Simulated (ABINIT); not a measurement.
# A GW run on CdS (Hawleyite) in ABINIT, with inputs changed

What do changed inputs do to GW on CdS (Hawleyite)?

Program: ABINIT 10.8.3. Level of theory: PBE and many-body steps on it, plane waves. Results are calculated unless marked as measured.

Most raw output is cut from this account.

## 1. Set-up

Symmetry: F-43m, No. 216, cubic system. The conventional cell has a = 5.833 Å, b = 5.833 Å, c = 5.833 Å, α = 90.00°, β = 90.00°, γ = 90.00°. Cd has 4 S at 2.53 Å nearest. Nearest to S lie 4 Cd at 2.53 Å. Farther neighbours and most contacts between anions are not listed.

The cell and positions come from the Crystallography Open Database and are kept as given unless a step says otherwise.

## 2. Screening, 4×4×4 mesh, 161 bands, screening to 190.5 eV

This step: ABINIT 10.8.3; RPA screening on PBE, plane waves, norm-conserving pseudopotentials.

The RPA dielectric matrix is built and inverted for each q.

File run.abi:

```
acell 3*1.0 Angstrom
rprim 
  -0.000000000000 2.916500000000 2.916500000000
  2.916500000000 -0.000000000000 2.916500000000
  2.916500000000 2.916500000000 -0.000000000000
ntypat 2
znucl 48 16
natom 2
typat 1 2
xred 
  0.000000000000 0.000000000000 0.000000000000
  0.250000000000 0.250000000000 0.250000000000
pp_dirpath "pseudos"
pseudos "Cd.upf, S.upf"
ecut 47
ngkpt 4 4 4
nshiftk 1
shiftk 0 0 0
kptopt 1
chksymbreak 0
istwfk *1
occopt 1
irdwfk 1
optdriver 3
nband 161
ecuteps 7
inclvkb 2
awtr 1
symchi 1
indata_prefix "in"
outdata_prefix "out"
tmpdata_prefix "tmp"
```

Run with:

```sh
> OMP_NUM_THREADS=1 mpirun -n 4 abinit run.abi > log
```

The job ended after 85 s (4 MPI ranks of Arm Neoverse V2, shared host; peak memory 1.7 GiB; 5.6 min of CPU time).

Numbers from this step:

```
ε∞ with local fields, on this mesh, along the program's q direction : 11.07
the same without local fields                                       : 11.78
plasma frequency                                                    : 26.88 eV
plane waves in the screening matrix                                 : 307
```

Local fields lower ε∞ by 6 %. On a Γ-centred mesh this coarse the value itself is usually too large, while a short band sum pulls it down.

## 3. Base

The self-energy is evaluated for the states that the input lists, and the levels follow from it, in one-shot runs by the linearised quasiparticle equation.

This step: G0W0 on PBE, plane waves, norm-conserving pseudopotentials.

Changes to run.abi since step 2:

```diff
@@ -23,8 +23,15 @@
 irdwfk 1
-optdriver 3
+optdriver 4
 nband 161
+gwcalctyp 0
+ecutsigx 47
+symsigma 1
+nkptgw 1
+kptgw 
+  0.0000000000 0.0000000000 0.0000000000
+bdgw 
+  11 17
 ecuteps 7
-inclvkb 2
-awtr 1
-symchi 1
+irdscr 1
+ppmodel 1
 indata_prefix "in"
```

Elapsed: 12 s, on 4 MPI ranks; peak memory 1.4 GiB.

Numbers from this step:

```
G0W0 gap on the points computed              : 2.109 eV
starting gap on the mesh                     : 1.145 eV
k of the valence top                         : 0, 0, 0
k of the conduction bottom                   : 0, 0, 0
Z at the valence top                         : 0.781
Z at the conduction bottom                   : 0.812
least direct G0W0 gap on the computed points : 2.109 eV
```

The gap on the mesh goes from 1.14 eV to 2.11 eV, a correction of +0.96 eV.

## 4. Coulomb singularity

Changes to run.abi since step 3:

```diff
@@ -36,2 +36,3 @@
 ppmodel 1
+gw_icutcoul 7
 indata_prefix "in"
```

Elapsed: 12 s, on 4 MPI ranks; peak memory 1.4 GiB; 47 s of CPU time.

This step gave:

| Quantity | Value |
| --- | --- |
| G0W0 gap on the points computed | 2.111 eV |
| starting gap on the mesh | 1.145 eV |
| k of the valence top | 0, 0, 0 |
| k of the conduction bottom | 0, 0, 0 |
| Z at the valence top | 0.78 |
| Z at the conduction bottom | 0.811 |
| least direct G0W0 gap on the computed points | 2.111 eV |

Against G0W0 in ABINIT (4×4×4 mesh, 161 bands, screening to 190.5 eV, Godby-Needs plasmon pole), the gap moves by +0.002 eV.

## 5. Side by side

Times are wall times on 4 MPI ranks of Arm Neoverse V2, shared host, good to a factor of about two. A run's time includes the screening step that it read.

```tsv
run	mesh	bands	screening cutoff (eV)	DFT gap (eV)	gap on the mesh (eV)	direct (eV)	ε∞ used	time
base	4×4×4	161	190.5	1.145	2.109	2.109	11.07	97 s
Coulomb singularity	4×4×4	161	190.5	1.145	2.111	2.111	11.07	97 s
```

## 6. What came out

| Quantity | Value |
| --- | --- |
| base | 2.109 eV |
| Coulomb singularity | 2.111 eV |
| known limits | not at the basis limit; no spin-orbit coupling; coarse k mesh |

Coulomb singularity: +0.002 eV against base (keys changed: gw_icutcoul). Bands and cutoff are finite, so the gap is not at the basis limit. The miss can reach some tenths of an eV and take either sign; the mesh is an error of its own. In the G0W0 runs levels were corrected at 1 k point alone, so a gap called «on the mesh» is the least over those, and an edge elsewhere would be missed. The 4×4×4 mesh is coarse for this cell, which bears on the long-range parts of exchange and screening. The many-body steps are scalar-relativistic: spin-orbit coupling is not in them.

[Paths, hosts, dates, memory and timing lines, banners, echoed tables and standing remarks are left out of the program output.]

[Logs are printed without paths, hosts, clocks, repeated set-up lines and the standing remarks that a program may print on its own settings, such as how far it seeks lower states.]

[Runs of the session that timed out or met a known fault of the program may be left out.]

[Hosts, paths, dates, database ids (printed as entryN), source tags and the programs' standing remarks are cut or masked in the printed files.]

[G0W0 gaps are taken among the corrected bands and points alone; a level outside them can change the order at an edge.]

[Where Ansatz stands beside ABINIT at settings called matched, ABINIT's density can come from a denser mesh and the files from another edition; pairs whose starting gaps differed by over 0.03 eV were left out, so agreement reads better than it is.]
